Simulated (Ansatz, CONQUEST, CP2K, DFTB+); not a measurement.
## Codes compared on graphene zigzag nanoribbon, H-capped, B on C sites (72 atoms)

Aim: run graphene zigzag nanoribbon, H-capped, B on C sites (72 atoms) in several programs and set results and cost side by side. A plane-wave run serves as the reference.

Method: Kohn-Sham DFT, PBE, PAW, plane waves, in Ansatz 0.2.0.

### Step 1. The structure

The cell holds 72 atoms: 57 C, 7 B and 8 H. Cell: a = 9.840 Å, b = 27.803 Å, c = 10.000 Å, α = 90.0°, β = 90.0°, γ = 90.0°. It derives from C (graphene). Graphene (a = 2.46 Å), rectangular cell with x along the zigzag direction; strip nominally 18 Å wide, 4 periods, edges capped with H, 10 Å of vacuum, 7 of 64 C replaced by B at random; not relaxed, displaced by a Gaussian of 0.02 Å. Then every atom was moved at random, 0.02 Å r.m.s. a Cartesian component (hydrogen 0.6 of that). Regions: sheet, 64 atoms (57 C and 7 B); hydrogen, 8 atoms (8 H). Vacuum lies along b and c. The structure's axis is a.

### Step 2. Reference: Ansatz, plane waves

The PAW files are the set soft_2.

input.yaml

```yaml
crystal:
  lattice:
    - [9.84, 0.0, 0.0]
    - [0.0, 27.8031, 0.0]
    - [0.0, 0.0, 10.0]
  atoms:
    - { symbol: C, position: [0.99682, 0.24586, 0.499] }
    - { symbol: C, position: [0.12412, 0.22017, 0.49892] }
    - { symbol: C, position: [0.12305, 0.32107, 0.49858] }
    - { symbol: C, position: [0.99836, 0.29604, 0.50255] }
    [... 62 atom lines left out ...]
    - { symbol: H, position: [0.3739, 0.17882, 0.50089] }
    - { symbol: H, position: [0.37374, 0.81881, 0.4993] }
    - { symbol: H, position: [0.62378, 0.17833, 0.50216] }
    - { symbol: H, position: [0.62301, 0.81901, 0.50326] }
    - { symbol: H, position: [0.87229, 0.17836, 0.50161] }
    - { symbol: H, position: [0.87392, 0.81981, 0.50047] }
kpoints:
  mp_grid: { grid: [1, 1, 1] }
hamiltonian:
  xc: pbe
scf:
  occupations: { method: fermi_dirac, width: 0.05 }
output:
  forces: true
  eigenvalues: true
  populations: true
```

Launch:

```console
$ ansatz run input.yaml --threads 4 --pin off --max-ram 8192MiB --backend cpu --events-out ev --progress --plain --runs-dir out
```

The log of the run:

```text
[...]
Pseudopotentials: kind: paw
Pseudopotential: C, paw, valence charge 4, recommended cutoff 420 eV (normal), C.paw.azcp
Pseudopotential: B, paw, valence charge 3, recommended cutoff 420 eV (normal), B.paw.azcp
Pseudopotential: H, paw, valence charge 1, recommended cutoff 420 eV (normal), H.paw.azcp
[...]
Crystal: 72 atoms, lattice volume = 2735.825 Å³
Basis set: ecut = 420 eV, 53509 PW (Γ), exchange–correlation on 144×384×144 points (8 copies of the dense FFT grid, shifted against one another)
Bands: 201, of which v1, the nominal top of the filled ones, is band 129 counted from 1 (128 counted from 0)
Symmetry: 1 space group operations
Space group: P1 (ITA 1), of the structure as read, at distance tolerance 1.4e-4 Å
k-points: 1
[...]
Initial density: superposition of atomic densities (neutral atoms: chi_scale 0, normalization atom), corrected by the library's trained network
Initial wavefunctions: pseudopotential atomic-orbital guess
[...]
SCF iter   1: F=—  HF=-15505.098552 eV  |F-HF|=—  |Δ(HF+E_count)|=         —  Δρ=8.40e-3  dr2=1.02e1  ethr=1.77e-3  ⟨swp⟩=7.0  Hψ=1025  notcnv=0  defer=59
preconditioner: auto → LDOS  [insulator: Δε(μ)=0.393 eV  Ē_g=13.734 eV  σ=0.050 eV  W_gap=0.51  n_scr=280 (ndim 8)  ℏωp=11.4 eV  f_vac=0.717  D(μ)=10.34/eV (n_scr^D=26)  ε∞_Penn≈1.7  β→1.0]
[...]
SCF iter  19: F=—  HF=-15503.629339 eV  |F-HF|=—  |Δ(HF+E_count)|=   7.37e-7  Δρ=1.76e-6  dr2=1.44e-7  ethr=1.52e-10  ⟨swp⟩=2.0  Hψ=256  notcnv=0  defer=59
SCF iter  20: F=-15503.629339 eV  HF=-15503.629339 eV  |F-HF|=1.07e-7  |Δ(HF+E_count)|=   3.14e-7  Δρ=9.07e-7  dr2=3.82e-8  ethr=3.89e-11  ⟨swp⟩=26.0  Hψ=2093  notcnv=0
SCF 1 converged in 20 iterations: F = -15503.629339 eV  dr2 = 3.82e-8
[...]
SCF converged after 20 iterations
Free energy (F): -15503.629339 eV
Harris-Foulkes:  -15503.629339 eV  (|F-HF|=1.07e-7)
Internal energy: -15503.423401 eV  (E = F + TS)
E sigma→0 (E₀):  -15503.526370 eV
Entropy (-TS):   -0.205938 eV (-2.860 meV/atom)
Fermi energy:    -2.651977 eV
--- Per-component energies (eV) ---
[...]
Σ components = -15503.629339   (vs F -15503.629339, Δ=0.00e0)
--- Forces (eV/Å), atoms counted from 1 ---
  atom   1  C      1.77514733    -2.03347168     0.31744487
  atom   2  C     -0.38099760    -0.28856418     0.09995274
  atom   3  C      0.72716884     1.22208622     0.45019718
  atom   4  C      1.43023036     1.10584719    -0.58463488
[...]
atom  72  H     -0.09127847     0.19503645     0.04827210
  max |Σ_I F_I| component: 4.35e-5 eV/Å
--- Band table (eV) ---
  k-point 0: bands = ["-21.0483", "-20.2859", "-19.9694", "-19.8805", [... 185 levels ...], "4.7111", "4.7406", "4.7460", "4.7841", "4.8064", "4.8113", "4.8209", "4.9002", "4.9604", "5.0121", "5.0568", "5.0699"]
--- Löwdin populations: 72 sites ---
  site symbol       q [e]
     0      C      3.9532
     1      C      4.0741
     2      C      3.9557
[...]
71      H      0.8073
  spilling = 0.011310 (of n_electrons = 257.000000)
```

The job ended after 11 s (4 threads of AMD EPYC 9R45, shared host; peak memory 2.3 GiB).

In the SCF lines HF is the Harris–Foulkes energy and dr2 the Hartree energy of the density residual, in eV; the loop may stop once dr2 is under the threshold and the program's other checks hold. Hψ counts applications of the Hamiltonian.

The run gave:

| Item | Value |
| --- | --- |
| free energy | -15503.6293 eV |
| free energy per atom | -215.3282 eV/atom |
| SCF cycles | 20 |
| r.m.s. force component | 1.984 eV/Å |
| longest force | 9.043 eV/Å |
| Fermi energy | -2.652 eV |
| levels partly filled by over 2 per cent | 4 |
| spilling of the projection | 0.01131 |

Length of the force by element:

| element | coordination | atoms | mean length of the force (eV/Å) | spread | least | most |
| --- | --- | --- | --- | --- | --- | --- |
| B | all | 7 | 3.53 | 1.73 | 1.18 | 6.71 |
| C | all | 57 | 3.07 | 1.83 | 0.488 | 9.04 |
| H | all | 8 | 1.04 | 0.725 | 0.221 | 2.12 |

Löwdin charges by element (they lack the spilled electrons, 0.040 e an atom on average):

| element | coordination | atoms | mean charge (e) | spread | least | most |
| --- | --- | --- | --- | --- | --- | --- |
| B | all | 7 | 0.126 | 0.0358 | 0.0774 | 0.174 |
| C | all | 57 | 0.0085 | 0.0743 | -0.224 | 0.112 |
| H | all | 8 | 0.192 | 0.0125 | 0.172 | 0.210 |

By region:

| region | atoms | mean length of the force (eV/Å) |
| --- | --- | --- |
| sheet | 64 | 3.12 |
| hydrogen | 8 | 1.04 |

The levels nearest the highest filled one (over half full), pooled over k-points and spins:

| level less the highest filled one (eV) | occupation |
| --- | --- |
| -0.409 | 2 |
| -0.347 | 2.00 |
| -0.227 | 1.98 |
| -0.171 | 1.95 |
| -0.032 | 1.41 |
| 0 | 1.11 |
| 0.0606 | 0.545 |
| 0.38 | 0.001 |
| 0.738 | 0 |
| 1.09 | 0 |
| 2.47 | 0 |
| 2.67 | 0 |

### Step 3. The other programs

The programs:
- CONQUEST 1.3: pseudo-atomic orbitals (double zeta with polarisation, or contracted to multi-site or on-site support functions) with norm-conserving potentials on an integration grid.
- CP2K 2026.2: Gaussian basis with GTH pseudopotentials and a plane-wave density; labels give functional, basis (MOLOPT sets; SR short-range, UZH the newer set with its own potentials), grid cutoff/relative cutoff and solver (OT: orbital transformation; TRS4, TC2, SIGN: linear-scaling purification with its sparsity filter), or its built-in tight binding.
- DFTB+ 25.1: tight binding, with Slater–Koster sets (DFTB) or xTB through its tblite library.

All use the same cell and atoms; the electronic-structure runs use the same k-mesh, and an electronic temperature of 580 K (0.05 eV) where levels are smeared.

Differences are against the plane-wave reference, forces as r.m.s. over components; share is that over the reference's r.m.s. force, slope the least-squares factor from reference forces to these. Total energies of different programs have different zeros and aren't compared.

| run | Δ force, r.m.s. (meV/Å) | share (%) | slope | cores | CPU time | memory (GiB) |
| --- | --- | --- | --- | --- | --- | --- |
| reference | - | - | - | 4 | 41 s | 2.3 |
| CONQUEST PBE, grid 60 Ha (coarse) | 184 | 9.29 | 1.063 | 1 | 3.5 min | 2.7 |
| CONQUEST PBE, grid 80 Ha | 183 | 9.21 | 1.062 | 2 | 4.9 min | 3.9 |
| CONQUEST PBE, grid 80 Ha, multi-site 10 bohr | 183 | 9.24 | 1.062 | 2 | 7.4 min | 4.2 |
| CONQUEST PBEsol, grid 80 Ha | 206 | 10.4 | 1.066 | 2 | 4.3 min | 4.0 |
| CP2K PBE, DZVP-MOLOPT (SR for B), 450/50 Ry, diagonalisation | 71.2 | 3.59 | 1.004 | 2 | 17 min | 4.0 |
| CP2K PBE, DZVP-MOLOPT-SR, 450/50 Ry, diagonalisation | 92.7 | 4.67 | 1.001 | 2 | 4.9 min | 4.0 |
| CP2K r2SCAN, SCAN potentials, DZVP-UZH(SCAN), 600/50 Ry, diagonalisation | 152 | 7.66 | 1.022 | 1 | 11 min | 6.7 |
| DFTB+ GFN1-xTB | 327 | 16.5 | 0.973 | 1 | 0.99 s | 0.17 |

Rows marked coarse were listed beforehand as settings not expected to be converged; some can still land near the reference.

CPU time is summed over cores on a shared host, where runs went side by side, so it is rough. Symmetry, cutoffs, thresholds, outputs and thread counts weren't matched or tuned between programs; memory under MPI is the largest rank's times the ranks.

Runs without a result: CP2K PBE+rVV10L, DZVP-MOLOPT-SR, 450/50 Ry, diagonalisation (cut off at its time limit of 7.6 min).

Mean charges by element (e), by run and scheme:

| run | scheme | C | B | H |
| --- | --- | --- | --- | --- |
| reference | Löwdin | +0.01 | +0.13 | +0.19 |
| CP2K PBE, DZVP-MOLOPT (SR for B), 450/50 Ry, diagonalisation | Mulliken | -0.03 | +0.17 | +0.05 |
| CP2K PBE, DZVP-MOLOPT (SR for B), 450/50 Ry, diagonalisation | Hirshfeld | -0.01 | +0.05 | +0.05 |
| CP2K PBE, DZVP-MOLOPT-SR, 450/50 Ry, diagonalisation | Mulliken | 0.00 | -0.07 | +0.07 |
| CP2K PBE, DZVP-MOLOPT-SR, 450/50 Ry, diagonalisation | Hirshfeld | -0.01 | +0.05 | +0.05 |
| CP2K r2SCAN, SCAN potentials, DZVP-UZH(SCAN), 600/50 Ry, diagonalisation | Mulliken | -0.01 | +0.11 | 0.00 |
| CP2K r2SCAN, SCAN potentials, DZVP-UZH(SCAN), 600/50 Ry, diagonalisation | Hirshfeld | -0.01 | +0.06 | +0.05 |
| DFTB+ GFN1-xTB | Mulliken | -0.01 | +0.08 | +0.03 |

The reference's Löwdin charges lack the electrons that the projection spills, 0.040 e an atom on average.

Within one program, basis, potentials and functional, energies share a zero. Each run against its twin at the usual cutoff or grid and solver:

| run | twin | Δ energy (meV/atom) | Δ force, r.m.s. (meV/Å) | CPU time over the twin's |
| --- | --- | --- | --- | --- |
| CONQUEST PBE, grid 60 Ha | grid 80 Ha | -0.108 | 10.4 | 0.70 (this twin ran on 2 cores) |

### Step 4. Outcome

```
reference r.m.s. force component                       : 1.98 eV/Å
nearest in forces                                      : CP2K PBE, DZVP-MOLOPT (SR for B), 450/50 Ry, diagonalisation, 3.6 %
farthest in forces                                     : DFTB+ GFN1-xTB, 16 %
cheapest electronic-structure run beside the reference : DFTB+ GFN1-xTB, 0.99 s of CPU time
```

**Reading.** The PBE runs in local orbitals, coarse settings apart, differ by 3.6 % (CP2K PBE, DZVP-MOLOPT (SR for B), 450/50 Ry, diagonalisation) to 9.2 % (CONQUEST PBE, grid 80 Ha, multi-site 10 bohr); basis, grid and potentials can all enter. Tight binding differs by 16 % (DFTB+ GFN1-xTB); it is another model, with fitted parameters of its own, and the xTB methods hold dispersion. Rows with another functional or a dispersion term differ by 7.7 % (CP2K r2SCAN, SCAN potentials, DZVP-UZH(SCAN), 600/50 Ry, diagonalisation) to 10 % (CONQUEST PBEsol, grid 80 Ha), which mixes the change of model with differences of basis and potentials, some of them made for another functional. Runs with settings chosen to be coarse differ by 9.3 % (CONQUEST PBE, grid 60 Ha), their programs' other errors included. One electronic-structure run takes under half the reference's CPU time: DFTB+ GFN1-xTB, at 16 % in 0.99 s against 41 s. Charges hang on model, scheme and program or settings: among these rows the mean for B runs from -0.07 to +0.17 e, even in sign. In the reference: no gap is quoted: the electron count is odd and spin is off, so a level is left part filled. In the reference: mean Löwdin charges: B +0.13, C +0.01, H +0.19 e (they miss 1.1 % of the electrons, so they add up to more than the cell's charge). Periodic xTB results under one method name differ between programs and library versions (DFTB+ here holds tblite 0.3). With short bonds to hydrogen, sets of potentials differ among themselves by several per cent in forces even at converged cutoffs, so the reference isn't exact here either. The electron count is odd in these runs, and they have no spin polarisation, so the unpaired electron is spread evenly over both spins. The runs have no spin polarisation, so any moments at edges, vacancies or dangling bonds can't form. The electron count is odd and the run has no spin polarisation, so levels at the top are partly filled by construction. The electronic-structure runs sample only Γ, in a cell whose periodic width is 10 Å, which is coarse for a cell with partly filled levels.

[Also dropped from logs without a mark: logging warnings of Python, and SIESTA's first energy breakdown and zero terms.]

[Logs are printed without paths, hosts, clocks, repeated set-up lines and the standing remarks that a program may print on its own settings, such as how far it seeks lower states.]

[Hosts, paths, dates, database ids (printed as entryN), source tags and the programs' standing remarks are cut or masked in the printed files.]
